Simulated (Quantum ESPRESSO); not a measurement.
## MgO (Periclase): a mode Grüneisen parameter, worked out

By how much does an optical zone-centre mode of MgO (Periclase) shift under hydrostatic pressure?

Program: Quantum ESPRESSO 7.5. Level of theory: DFT LDA, scalar-relativistic, plane waves, GBRV ultrasoft pseudopotentials. Results are calculated unless marked as measured.

The database entry behind the starting cell differs from later determinations by our own check (about 0.1 % long), so it need not match the best structure at ambient conditions.

### 1. The relaxed structure

Symmetry: Fm-3m, No. 225, cubic system. Conventional cell: a = 4.163 Å, b = 4.163 Å, c = 4.163 Å, α = 90.00°, β = 90.00°, γ = 90.00°. Nearest to Mg lie 6 O at 2.08 Å. Nearest to O lie 6 Mg at 2.08 Å. Farther neighbours and most contacts between anions are not listed.

This is the cell after its relaxation at this level of theory, not the database cell from which that began.

### 2. Runs at several volumes

The relaxed cell is scaled uniformly; in this structure symmetry fixes all atoms, so nothing has to be relaxed anew. Each volume gets a ground state and a response at Γ. The mode followed is the highest one without the macroscopic field, of symmetry T1u; longitudinal polar modes lie higher. Cutoff 55 Ry, k mesh 12×12×12.

From the response at V/V₀ = 0.94:

Log:

```text
[banners, grids, parts of the stress and lines that vanish by symmetry left out]
Program PHONON v.7.5
     Reading xml data from directory:

[...]
Exchange-correlation= PZ
                           (   1   1   0   0   0   0   0)
[...]
kinetic-energy cut-off    =      55.0000  Ry
     charge density cut-off    =     440.0000  Ry
     convergence threshold     =      1.0E-18
[...]
Exchange-correlation= PZ
                           (   1   1   0   0   0   0   0)
[...]
q = (   0.0000000   0.0000000   0.0000000 )
     49 Sym.Ops. (with q -> -q+G )
     G cutoff =  330.9317  (  17933 G-vectors)     FFT grid: ( 40, 40, 40)
     G cutoff =  165.4659  (   6231 G-vectors)  smooth grid: ( 25, 25, 25)
     number of k points=    72
[...]
Mode symmetry, O_h (m-3m)  point group:
[...]
Dielectric constant
[...]
End of electric fields calculation
          Dielectric constant in cartesian axis
          (       3.128454377       0.000000000      -0.000000000 )
          (       0.000000000       3.128454377       0.000000000 )
          (      -0.000000000       0.000000000       3.128454377 )
          Effective charges (d Force / dE) in cartesian axis without acoustic sum rule applied (asr)
           atom    1  Mg    Mean Z*:        1.94709
      Ex  (        1.94709        0.00000        0.00000 )
      Ey  (        0.00000        1.94709       -0.00000 )
      Ez  (        0.00000       -0.00000        1.94709 )
           atom    2  O     Mean Z*:       -1.94437
      Ex  (       -1.94437        0.00000        0.00000 )
      Ey  (        0.00000       -1.94437       -0.00000 )
      Ez  (        0.00000       -0.00000       -1.94437 )
          Effective charges Sum: Mean:        0.00272
[...]
Effective charges (d Force / dE) in cartesian axis with asr applied:
           atom    1  Mg    Mean Z*:        1.94573
[...]
atom    2  O     Mean Z*:       -1.94573
[...]
Representation #   1 modes #   1   2   3
[...]
End of self-consistent calculation
     Convergence has been achieved
     Representation #   2 modes #   4   5   6
[...]
End of self-consistent calculation
     Convergence has been achieved
[...]
Dielectric constant in cartesian axis
          (       3.128454377       0.000000000      -0.000000000 )
          (       0.000000000       3.128454377       0.000000000 )
          (      -0.000000000       0.000000000       3.128454377 )
          Effective charges (d Force / dE) in cartesian axis without acoustic sum rule applied (asr)
           atom    1  Mg    Mean Z*:        1.94709
      Ex  (        1.94709        0.00000        0.00000 )
      Ey  (        0.00000        1.94709       -0.00000 )
      Ez  (        0.00000       -0.00000        1.94709 )
           atom    2  O     Mean Z*:       -1.94437
      Ex  (       -1.94437        0.00000        0.00000 )
      Ey  (        0.00000       -1.94437       -0.00000 )
      Ez  (        0.00000       -0.00000       -1.94437 )
          Effective charges Sum: Mean:        0.00272
[...]
Effective charges (d Force / dE) in cartesian axis with asr applied:
           atom    1  Mg    Mean Z*:        1.94573
[...]
atom    2  O     Mean Z*:       -1.94573
[...]
q = (    0.000000000   0.000000000   0.000000000 )
[...]
freq (    1) =      -0.267010 [THz] =      -8.906492 [cm-1]
     freq (    2) =      -0.267010 [THz] =      -8.906492 [cm-1]
     freq (    3) =      -0.267010 [THz] =      -8.906492 [cm-1]
     freq (    4) =      14.046155 [THz] =     468.529289 [cm-1]
     freq (    5) =      14.046155 [THz] =     468.529289 [cm-1]
     freq (    6) =      14.046155 [THz] =     468.529289 [cm-1]
[...]
Mode symmetry, O_h (m-3m)  point group:
     freq (   1-   3) =         -8.9  [cm-1]   --> T_1u G_15  G_4- I
     freq (   4-   6) =        468.5  [cm-1]   --> T_1u G_15  G_4- I

   JOB DONE.
```

One volume, V/V₀ = 1, is held back as a test.

```csv
V/V₀,volume (Å³/atom),pressure (GPa),ω (cm⁻¹)
0.94,8.477,12.01,468.53
0.97,8.747,5.48,437.76
1,9.018,-0.11,held back
1.03,9.288,-4.90,380.28
1.06,9.559,-9.02,353.29
```

### 3. The fit

The mode Grüneisen parameter is γ = −d ln ω / d ln V.

```csv
ln(V/V₀),ln ω
-0.0619,6.1496
-0.0305,6.0817
0.0296,5.9409
0.0583,5.8673
```

A straight line through these points has the slope -2.348, so γ = 2.35; at V/V₀ = 1 it predicts ω = exp(6.0072 + 0.0000) = 406.35 cm⁻¹.

A parabola of pressure against ln V through V/V₀ = 0.97, 1 and 1.03 gives the bulk modulus B = −dP/d ln V = 173 GPa at V₀. With ω₀ from the fitted line the pressure coefficient follows as dω/dP = γ ω₀ / B = 2.35 × 406.4 / 173 = 5.52 cm⁻¹/GPa.

### 4. The run that was held back

Log:

```text
[banners, grids, parts of the stress and lines that vanish by symmetry left out]
[banner, memory and clock lines left out]
Program PHONON v.7.5

[...]
Exchange-correlation= PZ
                           (   1   1   0   0   0   0   0)
[...]
kinetic-energy cut-off    =      55.0000  Ry
     charge density cut-off    =     440.0000  Ry
     convergence threshold     =      1.0E-18
[...]
Exchange-correlation= PZ
                           (   1   1   0   0   0   0   0)
[...]
q = (   0.0000000   0.0000000   0.0000000 )
     49 Sym.Ops. (with q -> -q+G )
     G cutoff =  344.8682  (  18907 G-vectors)     FFT grid: ( 40, 40, 40)
     G cutoff =  172.4341  (   6735 G-vectors)  smooth grid: ( 27, 27, 27)
     number of k points=    72
[...]
Mode symmetry, O_h (m-3m)  point group:
[...]
Dielectric constant
[...]
End of electric fields calculation
          Dielectric constant in cartesian axis
          (       3.187739194       0.000000000       0.000000000 )
          (       0.000000000       3.187739194      -0.000000000 )
          (       0.000000000      -0.000000000       3.187739194 )
          Effective charges (d Force / dE) in cartesian axis without acoustic sum rule applied (asr)
           atom    1  Mg    Mean Z*:        1.97248
      Ex  (        1.97248       -0.00000        0.00000 )
      Ey  (       -0.00000        1.97248        0.00000 )
      Ez  (       -0.00000       -0.00000        1.97248 )
           atom    2  O     Mean Z*:       -1.96984
      Ex  (       -1.96984       -0.00000        0.00000 )
[...]
Representation #   1 modes #   1   2   3
[...]
End of self-consistent calculation
     Convergence has been achieved
     Representation #   2 modes #   4   5   6
[...]
End of self-consistent calculation
     Convergence has been achieved
[...]
Dielectric constant in cartesian axis
          (       3.187739194       0.000000000       0.000000000 )
          (       0.000000000       3.187739194      -0.000000000 )
          (       0.000000000      -0.000000000       3.187739194 )
          Effective charges (d Force / dE) in cartesian axis without acoustic sum rule applied (asr)
           atom    1  Mg    Mean Z*:        1.97248
      Ex  (        1.97248       -0.00000        0.00000 )
      Ey  (       -0.00000        1.97248        0.00000 )
      Ez  (       -0.00000       -0.00000        1.97248 )
           atom    2  O     Mean Z*:       -1.96984
      Ex  (       -1.96984       -0.00000        0.00000 )
      Ey  (       -0.00000       -1.96984        0.00000 )
      Ez  (        0.00000        0.00000       -1.96984 )
          Effective charges Sum: Mean:        0.00264
[...]
Effective charges (d Force / dE) in cartesian axis with asr applied:
           atom    1  Mg    Mean Z*:        1.97116
[...]
atom    2  O     Mean Z*:       -1.97116
[...]
q = (    0.000000000   0.000000000   0.000000000 )
[...]
freq (    1) =      -0.428762 [THz] =     -14.301958 [cm-1]
     freq (    2) =      -0.428762 [THz] =     -14.301958 [cm-1]
     freq (    3) =      -0.428762 [THz] =     -14.301958 [cm-1]
     freq (    4) =      12.245876 [THz] =     408.478447 [cm-1]
     freq (    5) =      12.245876 [THz] =     408.478447 [cm-1]
     freq (    6) =      12.245876 [THz] =     408.478447 [cm-1]
[...]
Mode symmetry, O_h (m-3m)  point group:
     freq (   1-   3) =        -14.3  [cm-1]   --> T_1u G_15  G_4- I
     freq (   4-   6) =        408.5  [cm-1]   --> T_1u G_15  G_4- I
```

It gives 408.48 cm⁻¹ against the predicted 406.35 cm⁻¹, a miss of 2 cm⁻¹.

### 5. Results

```
mode Grüneisen parameter : 2.348
bulk modulus             : 173 GPa
pressure coefficient     : 5.52 cm⁻¹/GPa
```

The highest optical mode of MgO (Periclase) without the LO-TO term stiffens by 5.52 cm⁻¹ a GPa near the relaxed volume, with γ = 2.35. The power law meets all 5 runs within 0.53 %; between neighbouring volumes γ runs from 2.16 to 2.56. Such a coefficient turns a measured shift of this mode into a hydrostatic stress; uniaxial or biaxial stress splits the mode and needs deformation potentials. The acoustic modes of the response miss zero by 14 cm⁻¹, a numerical error that can touch the optical modes as well. These are harmonic values at zero temperature for the structure held cubic, which a run at Γ can't show to be stable; the bulk modulus rests on three points.

[Host names and launcher messages were left out of these logs when they were recorded.]

[Logs are printed without paths, hosts, clocks, repeated set-up lines and the standing remarks that a program may print on its own settings, such as how far it seeks lower states.]

[Hosts, paths, dates, database ids (printed as entryN), source tags and the programs' standing remarks are cut or masked in the printed files.]
